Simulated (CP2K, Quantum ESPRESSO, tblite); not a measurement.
**Codes compared on (13,0) blue phosphorene nanotube (52 atoms)**

Wanted: errors and costs of other methods on (13,0) blue phosphorene nanotube (52 atoms). A plane-wave run serves as the reference.

Main program and level: Quantum ESPRESSO 7.5; Kohn-Sham DFT, PBE, SSSP efficiency 1.3.0 pseudopotentials, plane waves.

### 1. The structure

The cell holds 52 atoms: 52 P. Cell: a = 23.813 Å, b = 23.705 Å, c = 5.681 Å, α = 90.0°, β = 90.0°, γ = 90.0°. It derives from P (blue phosphorene). Blue phosphorene sheet (a = 3.28 Å) rolled into a (13,0) tube of diameter 13.57 Å, 1 period, 9 Å of vacuum; not relaxed, displaced by a Gaussian of 0.02 Å. Then every atom was moved at random, 0.02 Å r.m.s. a Cartesian component. Vacuum lies along a and b. The structure's axis is c.

### 2. Reference: Quantum ESPRESSO, plane waves

Contents of pw.in:

```
&control
  calculation = 'scf'
  pseudo_dir = './pseudo'
  outdir = './tmp'
  disk_io = 'none'
  tprnfor = .true.
/
&system
  ibrav = 0
  nat = 52
  ntyp = 1
  ecutwfc = 45
  ecutrho = 360
  nosym = .true.
  occupations = 'smearing'
  smearing = 'fd'
  degauss = 0.003675
/
&electrons
  conv_thr = 2.6e-07
  electron_maxstep = 100
  mixing_beta = 0.2
  mixing_mode = 'local-TF'
  diagonalization = 'david'
/
ATOMIC_SPECIES
P 30.974 P.upf
CELL_PARAMETERS angstrom
23.81273 0.00000 0.00000
0.00000 23.70473 0.00000
0.00000 0.00000 5.68113
ATOMIC_POSITIONS crystal
P 0.80803 0.49962 0.32863
P 0.75159 0.56319 0.17170
P 0.77661 0.64356 0.33554
P 0.69436 0.67324 0.16983
P 0.80166 0.57346 0.83128
P 0.72922 0.62000 0.66662
P 0.67782 0.75639 0.32894
P 0.59089 0.74408 0.16529
P 0.73283 0.70802 0.83592
P 0.64643 0.71514 0.67290
P 0.53974 0.80997 0.33445
P 0.46764 0.75780 0.17371
[... 36 atom lines left out ...]
P 0.73169 0.29317 0.82946
P 0.73024 0.37810 0.66195
P 0.80217 0.42312 0.82846
P 0.75984 0.49912 0.67006
K_POINTS gamma
```

The run is started by

```sh
> OMP_NUM_THREADS=1 mpirun -np 2 pw.x -in pw.in > output.txt
```

Output:

```text
Program PWSCF
     gamma-point specific algorithms are used
     Parallelization info
     sticks:   dense  smooth     PW     G-vecs:    dense   smooth      PW
     Min       28869   14441   3603              1248253   441137   55197
     Max       28872   14442   3604              1248256   441138   55200
     Sum       57741   28883   7207              2496509   882275  110397
     bravais-lattice index     =            0
     lattice parameter (alat)  =      44.9995  a.u.
     unit-cell volume          =   21640.9105 (a.u.)^3
     number of atoms/cell      =           52
     number of atomic types    =            1
     number of electrons       =       260.00
     number of Kohn-Sham states=          156
     kinetic-energy cutoff     =      45.0000  Ry
[... lines left out ...]
     scf convergence threshold =      2.6E-07
[... lines left out ...]
     number of k points=     1  Fermi-Dirac smearing, width (Ry)=  0.0037
[... lines left out ...]
     total energy              =    -730.21911972 Ry
[... lines left out ...]
     total energy              =    -730.05505216 Ry
[... lines left out ...]
     total energy              =    -730.09017184 Ry
[... lines left out ...]
     c_bands:  3 eigenvalues not converged
[... lines left out ...]
     total energy              =    -730.10284800 Ry
[... lines left out ...]
     total energy              =    -730.10284722 Ry
     estimated scf accuracy    <       0.00000087 Ry
     iteration # 24     ecut=    45.00 Ry     beta= 0.20
     negative rho (up, down):  1.948E-04 0.000E+00
     End of self-consistent calculation
          k = 0.0000 0.0000 0.0000 ( 55199 PWs)   bands (ev):
   -16.6566 -16.5957 -16.5552 -16.3436 -16.3143 -15.9829 -15.9205 -15.5016
   -15.3785 -14.8355 -14.7618 -14.0776 -14.0390 -13.6325 -13.5288 -13.4961
   -13.3198 -13.2723 -13.2442 -13.1851 -12.9098 -12.8464 -12.5579 -12.4709
[...]
0.2254   0.2726   0.3152   0.4543   0.4991   0.6899   0.7234   1.0031
     1.0138   1.0525   1.0985   1.1157   1.1441   1.1648   1.1848   1.2103
     1.2439   1.2655   1.2947   1.3480
     the Fermi energy is    -1.1381 ev
!    total energy              =    -730.10284715 Ry
     estimated scf accuracy    <       0.00000012 Ry
     smearing contrib. (-TS)   =      -0.00000001 Ry
     internal energy E=F+TS    =    -730.10284713 Ry
     The total energy is F=E-TS. E is the sum of the following terms:
     one-electron contribution =   -3272.16280050 Ry
     hartree contribution      =    1680.79600316 Ry
     xc contribution           =    -225.57519946 Ry
     ewald contribution        =    1086.83914967 Ry
     convergence has been achieved in  24 iterations
     negative rho (up, down):  1.948E-04 0.000E+00
     Forces acting on atoms (cartesian axes, Ry/au):
     atom    1 type  1   force =     0.04631451   -0.00612946    0.03831683
     atom    2 type  1   force =    -0.02107996   -0.01356617   -0.04805960
     atom    3 type  1   force =     0.00970475    0.02903047    0.02830239
[...]
atom   51 type  1   force =     0.02270688    0.00337716    0.03725433
     atom   52 type  1   force =    -0.01990266   -0.00929307   -0.02665281
     Total force =     0.296831     Total SCF correction =     0.000479
     Message from routine punch:
     Nothing written, as per user request (disk_io='none')
```

Elapsed: 8.4 min, on 2 MPI ranks of Arm Neoverse V2, shared host; peak memory 7.8 GiB.

Banners, paths, timers and routine set-up lines are dropped from the logs unmarked, and long logs keep their key lines alone; longer cuts are marked.

Numbers from this run:

* r.m.s. force component: 0.611 eV/Å
* longest force: 2.244 eV/Å
* gap (highest filled to lowest empty level): 1.706 eV

### 3. Structure statistics

Normalised to the volume that the atoms fill. Pair distribution function in bins of 0.1 Å:

```
r (Å)  total
 2.05   0.00
 2.15   0.99
 2.25  12.00
 2.35   1.38
 2.45   0.00
 2.55   0.00
 2.65   0.00
 2.75   0.00
 2.85   0.34
 2.95   2.14
 3.05   0.31
 3.15   1.77
 3.25   3.30
 3.35   3.73
 3.45   0.39
 3.55   1.71
 3.65   0.07
 3.75   0.00
 3.85   0.38
 3.95   3.71
 4.05   0.57
 4.15   0.00
 4.25   0.00
 4.35   0.00
 4.45   0.00
 4.55   0.00
 4.65   0.00
 4.75   0.00
 4.85   0.00
 4.95   0.26
 5.05   2.12
 5.15   3.38
 5.25   1.60
 5.35   0.00
 5.45   0.00
 5.55   0.00
 5.65   1.68
 5.75   0.48
 5.85   0.11
 5.95   1.16
 6.05   0.18
 6.15   0.00
 6.25   0.00
 6.35   0.55
```

Bonds by pair of elements; cutoffs follow the first minimum of g(r), held within bounds set by covalent radii, and pairs that aren't listed don't count as bonded (cutoffs were set anew for this text, so counts can differ from the run's own analysis):

```
pair A-B  cutoff (Å)  bonds  mean length (Å)  spread (Å)  shortest (Å)  B about A  A about B
     P-P        2.62     78             2.25       0.038          2.16          3          3
```

How many atoms have how many bonded neighbours:

```
element  mean   3
      P     3  52
```

Rings of the network by King's shortest-path rule, up to 12 atoms, one path for each pair of neighbours; H, halogens, alkali and alkaline-earth atoms are left out, and the last column divides by all other atoms, bonded or not:

```
ring size (atoms)  rings  per network atom
                6     26               0.5
```

### 4. The other programs

The programs:
- CP2K 2026.2: Gaussian basis with GTH pseudopotentials and a plane-wave density; labels give functional, basis (MOLOPT sets; SR short-range, UZH the newer set with its own potentials), grid cutoff/relative cutoff and solver (OT: orbital transformation; TRS4, TC2, SIGN: linear-scaling purification with its sparsity filter), or its built-in tight binding.
- tblite 0.8.0: extended tight binding, driven from Python.

All use the same cell and atoms; the electronic-structure runs use the same k-mesh, and an electronic temperature of 580 K (0.05 eV) where levels are smeared.

Differences are against the plane-wave reference, forces as r.m.s. over components; share is that over the reference's r.m.s. force, slope the least-squares factor from reference forces to these. Total energies of different programs have different zeros and aren't compared.

```
                                                                     run  Δ force, r.m.s. (meV/Å)  share (%)  slope  Δ gap (eV)  cores  CPU time  memory (GiB)
                                                               reference                        -          -      -           -      2    17 min           7.8
             CP2K PBE+rVV10L, DZVP-MOLOPT-SR, 350/50 Ry, diagonalisation                     91.1       14.9  1.060     -0.0311      1   4.9 min           6.9
           CP2K PBE, DZVP-MOLOPT-SR, 122/50 Ry, diagonalisation (coarse)                     70.7       11.6  1.048     -0.0184      1      31 s          0.95
           CP2K PBE, DZVP-MOLOPT-SR, 244/50 Ry, diagonalisation (coarse)                     70.8       11.6  1.048     -0.0184      1      55 s           2.2
           CP2K PBE, DZVP-MOLOPT-SR, 350/20 Ry, diagonalisation (coarse)                     69.7       11.4  1.046     -0.0181      1      66 s           3.6
                    CP2K PBE, DZVP-MOLOPT-SR, 350/50 Ry, diagonalisation                     70.8       11.6  1.048     -0.0184      1      80 s           3.6
            CP2K PBE, SZV-MOLOPT-SR, 350/50 Ry, diagonalisation (coarse)                     1860        304  2.676       0.641      1      64 s           3.6
                      CP2K PBE, TZV2P-MOLOPT, 350/50 Ry, diagonalisation                     9.82       1.61  0.993      0.0156      2   1.8 min           3.8
                         CP2K PBE, TZV2P-UZH, 350/50 Ry, diagonalisation                     21.9       3.59  0.974      0.0191      2   2.6 min           3.8
   CP2K TPSS, PBE potentials, DZVP-MOLOPT-SR, 350/50 Ry, diagonalisation                      121       19.8  1.084       0.171      2   2.3 min           3.8
CP2K r2SCAN, SCAN potentials, DZVP-UZH(SCAN), 600/50 Ry, diagonalisation                     86.2       14.1  0.973       0.383      1   4.6 min           9.1
                                                         tblite GFN2-xTB                      623        102  0.478           -      1       2 s          0.12
```

Rows marked coarse were listed beforehand as settings not expected to be converged; some can still land near the reference.

CPU time is summed over cores on a shared host, where runs went side by side, so it is rough. Symmetry, cutoffs, thresholds, outputs and thread counts weren't matched or tuned between programs; memory under MPI is the largest rank's times the ranks.

Within one program, basis, potentials and functional, energies share a zero. Each run against its twin at the usual cutoff or grid and solver:

```
                                                 run                                        twin  Δ energy (meV/atom)  Δ force, r.m.s. (meV/Å)  CPU time over the twin's
CP2K PBE, DZVP-MOLOPT-SR, 122/50 Ry, diagonalisation  DZVP-MOLOPT-SR, 350/50 Ry, diagonalisation               0.0133                     1.49                      0.38
CP2K PBE, DZVP-MOLOPT-SR, 244/50 Ry, diagonalisation  DZVP-MOLOPT-SR, 350/50 Ry, diagonalisation              -4.0e-4                    0.056                      0.68
CP2K PBE, DZVP-MOLOPT-SR, 350/20 Ry, diagonalisation  DZVP-MOLOPT-SR, 350/50 Ry, diagonalisation                -2.37                     18.5                      0.82
```

### 5. What came out

```yaml
reference_r_m_s_force_component: 0.611 eV/Å
nearest_in_forces: CP2K PBE, TZV2P-MOLOPT, 350/50 Ry, diagonalisation, 1.6 %
farthest_in_forces: CP2K PBE, SZV-MOLOPT-SR, 350/50 Ry, diagonalisation (coarse), 304 %
cheapest_electronic_structure_run_beside_the_reference: tblite GFN2-xTB, 2 s of CPU time
```

In words: The PBE runs in local orbitals, coarse settings apart, differ by 1.6 % (CP2K PBE, TZV2P-MOLOPT, 350/50 Ry, diagonalisation) to 12 % (CP2K PBE, DZVP-MOLOPT-SR, 350/50 Ry, diagonalisation); basis, grid and potentials can all enter. Tight binding differs by 102 % (tblite GFN2-xTB); it is another model, with fitted parameters of its own, and the xTB methods hold dispersion. Rows with another functional or a dispersion term differ by 14 % (CP2K r2SCAN, SCAN potentials, DZVP-UZH(SCAN), 600/50 Ry, diagonalisation) to 20 % (CP2K TPSS, PBE potentials, DZVP-MOLOPT-SR, 350/50 Ry, diagonalisation), which mixes the change of model with differences of basis and potentials, some of them made for another functional. Runs with settings chosen to be coarse differ by 11 % (CP2K PBE, DZVP-MOLOPT-SR, 350/20 Ry, diagonalisation) to 304 % (CP2K PBE, SZV-MOLOPT-SR, 350/50 Ry, diagonalisation), their programs' other errors included. Of the electronic-structure runs that take under half the reference's CPU time, CP2K PBE, TZV2P-MOLOPT, 350/50 Ry, diagonalisation comes nearest, at 1.6 % in 1.8 min against 17 min. At the same functional, gaps differ from the reference's 1.71 eV by between -0.02 and +0.64 eV. A likely cause of the wide gaps: compact atomic orbitals describe empty levels worse than filled ones. These are spacings on the run's k-points, which needn't hold the band edges. In the reference: filled and empty levels are parted by 1.71 eV on the run's k-points; the mesh holds the band edges only if they fold onto it, so the gap at this level can be narrower or closed, while semilocal functionals tend to narrow gaps against experiment. In the reference: By these cutoffs all P atoms have 3 bonded neighbours. Periodic xTB results under one method name differ between programs and library versions. The cell is under 6 Å thick along one periodic direction, so every atom has periodic images of itself close by, which move with it and show among its neighbours and in g(r). The electronic-structure runs sample only Γ, in a cell whose periodic width is 6 Å.

[Also dropped from logs without a mark: logging warnings of Python, and SIESTA's first energy breakdown and zero terms.]

[Logs are printed without paths, hosts, clocks, repeated set-up lines and the standing remarks that a program may print on its own settings, such as how far it seeks lower states.]

[Hosts, paths, dates, database ids (printed as entryN), source tags and the programs' standing remarks are cut or masked in the printed files.]
